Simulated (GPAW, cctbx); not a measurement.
## CdPt2: deformation density and structure factors from DFT

Question: by how much does bonding change the X-ray structure factors of CdPt2, and what does a routine refinement make of it?

The cell comes from substitution in a known structure type and wasn't matched to any measured phase. All numbers below are calculated.

## 1. Relax the structure

The density hangs on the geometry, so cell and atoms are relaxed first, with the symmetry held. The cutoff is set higher than for the density because stress converges slowly with plane waves.

Settings: GPAW 26.7.0, PBE, 570 eV, 7×7×7 k-points, Fermi–Dirac width 0.1 eV, BFGS to 0.03 eV/Å.

```text
cell
1.0
     0.000000000   -2.766000000    0.000000000
     2.766000000    0.000000000    0.000000000
    -1.383000000    1.383000000    6.365500000
Pt Cd
2 1
Direct
0.325600000 0.325600000 0.651200000
0.674400000 0.674400000 0.348800000
0.000000000 0.000000000 0.000000000
```

```console
$ OMP_NUM_THREADS=1 mpirun -n 4 gpaw python run.py > gpaw.log
```

```text
BFGS:    0      -14.241741        1.272787
BFGS:    1      -14.312892        0.818249
BFGS:    2      -14.378817        0.455554
BFGS:    3      -14.387000        0.513320
...
BFGS:    9      -14.423603        0.093321
BFGS:   10      -14.424241        0.046647
BFGS:   11      -14.424439        0.016732
cell  2.8817 2.8817 6.3924  103.03 103.03 90.00
volume 50.313 A^3, largest force 0.018 eV/A, largest stress 0.09 GPa
```

After 11 steps the volume has changed by +3.3 % and the energy by -0.183 eV; the largest stress left is 0.09 GPa. It took 2.4 min on 4 cores of Intel(R) Xeon(R) 6975P-C (Granite Rapids) (shared host), peak memory 1.3 GiB.

Relaxed structure: I4/mmm (no. 139), a = 2.8817 Å, b = 2.8817 Å, c = 12.1179 Å, α = 90.00°, β = 90.00°, γ = 90.00°.

```csv
atom,mult.,x,y,z
Pt1,4,0,0,0.3304
Cd1,2,0,0,0
```

## 2. The all-electron density

X-rays see the whole electron density, so the PAW density is rebuilt with its core regions. Subtracting spherical free atoms from the same code cancels the cores and leaves the deformation density Δρ, the part due to bonding.

Settings: PBE, 450 eV, 8×8×8 k-points, Fermi–Dirac width 0.1 eV; primitive cell of 3 atoms.

```console
$ OMP_NUM_THREADS=1 mpirun -n 4 gpaw python run.py > gpaw.log
```

```text
|iter:   1|       0s |  -15.049106 | +0.07 |       |
|iter:   2|       0s |  -14.916472 | -2.17 | -1.28 |
|iter:   3|       1s |  -14.368513 | -1.66 | -1.33 |
...
|iter:   7|       5s |  -14.359621c| -5.16 | -3.20 |
|iter:   8|       6s |  -14.359636c| -6.39 | -3.85 |
|iter:   9|       7s |  -14.359635c| -7.51c| -4.46c|
```

```text
gpts.py:43: UserWarning: Initial realspace grid (15,15,32) inconsistent with symmetries.
gpts.py:43: UserWarning: Initial realspace grid (15,15,32) inconsistent with symmetries.
gpts.py:43: UserWarning: Initial realspace grid (15,15,32) inconsistent with symmetries.
gpts.py:43: UserWarning: Initial realspace grid (15,15,32) inconsistent with symmetries.
gpts.py:70: UserWarning: Using symmetrized grid: (32,32,32).
gpts.py:70: UserWarning: Using symmetrized grid: (32,32,32).
gpts.py:70: UserWarning: Using symmetrized grid: (32,32,32).
gpts.py:70: UserWarning: Using symmetrized grid: (32,32,32).
grid (64, 64, 64)  electrons 204.000  moved by bonding 0.710 e
deformation density beyond 0.5 A of the nuclei: max 0.087, min -0.215 e/A^3
atom        x       y       z   Voronoi charge  moment
Pt1    0.3304  0.3304  0.6608     -0.070       0.00
Pt2    0.6696  0.6696  0.3392     -0.070       0.00
Cd3    0.0000  0.0000  0.0000      0.141       0.00
mean inner potential of superposed free atoms 29.134 V
total magnetic moment 0.000 muB
```

Deformation density in a plane through the shortest contact of the Pt atom at the origin, in 0.01 e/Å³ (clipped at ±99); x from -1.6 to 4.4 Å, y from 2.4 down to -2.4 Å:

```text
  3   0  -1   3   3   4   0   2   0  -7  -2   1  -4  -5   1   3
  2   1  -2  -2  -2  -1   1   2   0  -2  -6  -6  -4  -1   1   2
  1   1   1   2   3   3   2   1   1   1   1   2   2   1   1   1
  1   2   2   3   2   2   1   1   2   2   2   2   3   3   2   1
  1   2   0   0  -3  -2  -2   1   2   0   0  -1   2   2   3   1
  1   2   1   6   .   1  -2   2   2   0   6   .  -6   2   3   1
  2   2  -2   .   .   .  -3   2   2  -3   .   .   .  -2   2   2
  1   3   2  -6   .   6   0   2   2  -2   1   .   6   1   2   1
  1   3   2   2  -1   0   0   2   1  -2  -2  -3   0   0   2   1
  1   2   3   3   2   2   2   2   1   1   2   2   3   2   2   1
  1   1   1   2   2   1   1   1   1   2   3   3   2   1   1   1
  2   1  -1  -4  -6  -6  -2   0   2   1  -1  -2  -2  -2   1   2
  3   1  -5  -4   1  -2  -7   0   2   0   4   3   3  -1   0   3
```

Atoms in or within 0.15 Å of the plane: Pt (0.0, 0.0), Pt (2.8, 0.0) Å. Dots mark points within about 0.45 Å of a nucleus; large values next to them are atomic features.

Pt gains most (-0.07 e) and Cd loses most (+0.14 e), as electronegativity suggests. Along the shortest contact from the Pt atom at the map's origin, Pt–Pt at 2.82 Å, Δρ is +0.04 e/Å³ at the midpoint: little piles up between the atoms, as is usual in a metallic crystal, which this run finds. At the midpoints of other shortest contacts it is -0.01 (Cd–Cd, 2.88 Å) and +0.03 (Pt–Cd, 2.89 Å) e/Å³. Point values carry grid noise of about 0.01 e/Å³. The run needed 9 iterations, 18 s.

## 3. Structure factors

The Fourier components of Δρ, added to those of the free atoms, give the static X-ray structure factors; the Mott–Bethe relation turns them into the Fourier components V of the potential that fast electrons feel.

```text
static structure factors of the conventional cell: F in electrons, V (Mott-Bethe) in volts
   h  k  l      d  |F| table  |F| free   |F| DFT   change   |V| free  |V| DFT  change %
   0  0  2  6.0589    68.615    68.424    68.596    0.172     2.387    2.100    -12.0
   0  0  4  3.0295    38.184    38.128    38.372    0.244     0.646    0.544    -15.8
   1  0  1  2.8035    51.259    51.231    51.257    0.026     1.347    1.338     -0.7
   1  0  3  2.3459   336.796   336.536   335.798   -0.737    17.794   17.979      1.0
   1  1  0  2.0377   323.283   322.961   322.409   -0.552    16.083   16.187      0.6
   0  0  6  2.0196   320.829   320.505   319.778   -0.727    15.902   16.037      0.8
   1  1  2  1.9314    60.089    60.083    59.891   -0.192     1.660    1.692      2.0
   1  0  5  1.8548    70.765    70.734    70.482   -0.252     2.111    2.150      1.9
   1  1  4  1.6908    35.526    35.500    35.315   -0.185     0.544    0.568      4.4
   0  0  8  1.5147    77.083    76.979    76.884   -0.095     2.197    2.207      0.5
   1  0  7  1.4840    23.405    23.364    23.149   -0.215     0.058    0.079     37.4
   2  0  0  1.4408   283.066   282.754   282.817    0.064    11.843   11.837     -0.1
   1  1  6  1.4344   281.150   280.846   280.954    0.108    11.738   11.728     -0.1
   2  0  2  1.4018    55.449    55.367    55.255   -0.112     1.296    1.306      0.8
```

The largest X-ray change is -0.74 e on 103, 0.2 % of |F|. For electrons V goes as (Z − F)/g², so a change of F counts against Z − F, which is small at low angle and wherever the atoms' terms cancel: |V| of 004 moves by -15.8 % (0.65 to 0.54 V) against +0.6 % in |F|. The tabulated Hartree–Fock atoms differ from the free DFT atoms by up to 0.32 e, so the choice of reference atom matters too.

## 4. What a spherical-atom refinement makes of it

Routine crystallography fits spherical atoms. To see the bias, intensities are simulated from tabulated atoms plus the DFT change ΔF, so that bonding alone can misfit (3246 reflections of the full sphere, merged to the counts below, to 0.4 Å, 0.5 % proportional noise plus counting noise, assumed isotropic U as listed, Δρ smeared by the mean U) and refined with cctbx over different ranges.

```csv
range,data,R1,GooF,U Pt1 (true 0.0026),U Cd1 (true 0.0032),largest shift (Å),"Δρ max, min (e/Å³)"
all data,289,0.0030,0.96,0.0026,0.0032,0.0000,"0.71, -0.66"
"low resolution, d > 0.84",43,0.0023,0.98,0.0026,0.0032,0.0002,"0.20, -0.19"
"high order, d < 0.75",232,0.0032,0.93,0.0026,0.0032,0.0000,"0.68, -0.48"
"occupancies free, d > 0.7",66,0.0027,1.08,0.0026,0.0032,0.0000,"0.37, -0.35"
```

With all data GooF is 0.96, so at this noise the bonding hardly shows; the top residual peak lies 1.07 Å from Cd and 2.26 Å from Pt. No U is off by more than 3 s.u. at low resolution. With Pt1 held at 1 and the scale free, the other occupancies refine to Cd1 1.001(0.001), within three s.u. of full.

## 5. Answer

Bonding moves 0.71 e in the primitive cell of CdPt2 and changes the structure factors of the conventional cell in the table above by at most 0.74 e (103, 0.2 %), and among reflections above 2 % of the strongest by up to 0.9 % (107). The shortest bond, Pt–Pt, has Δρ = +0.04 e/Å³ at its midpoint, with no localised bond charge. With all data GooF is 0.96, so at this noise the bonding hardly shows. Limits: static density, frozen cores, no spin–orbit coupling.

[Outputs are excerpts: Python notices, other lines and further rows are left out; steps that failed or that the build refused (PBEsol, TPSS) are not shown.]

[Logs are printed without paths, hosts, clocks, repeated set-up lines and the standing remarks that a program may print on its own settings, such as how far it seeks lower states.]
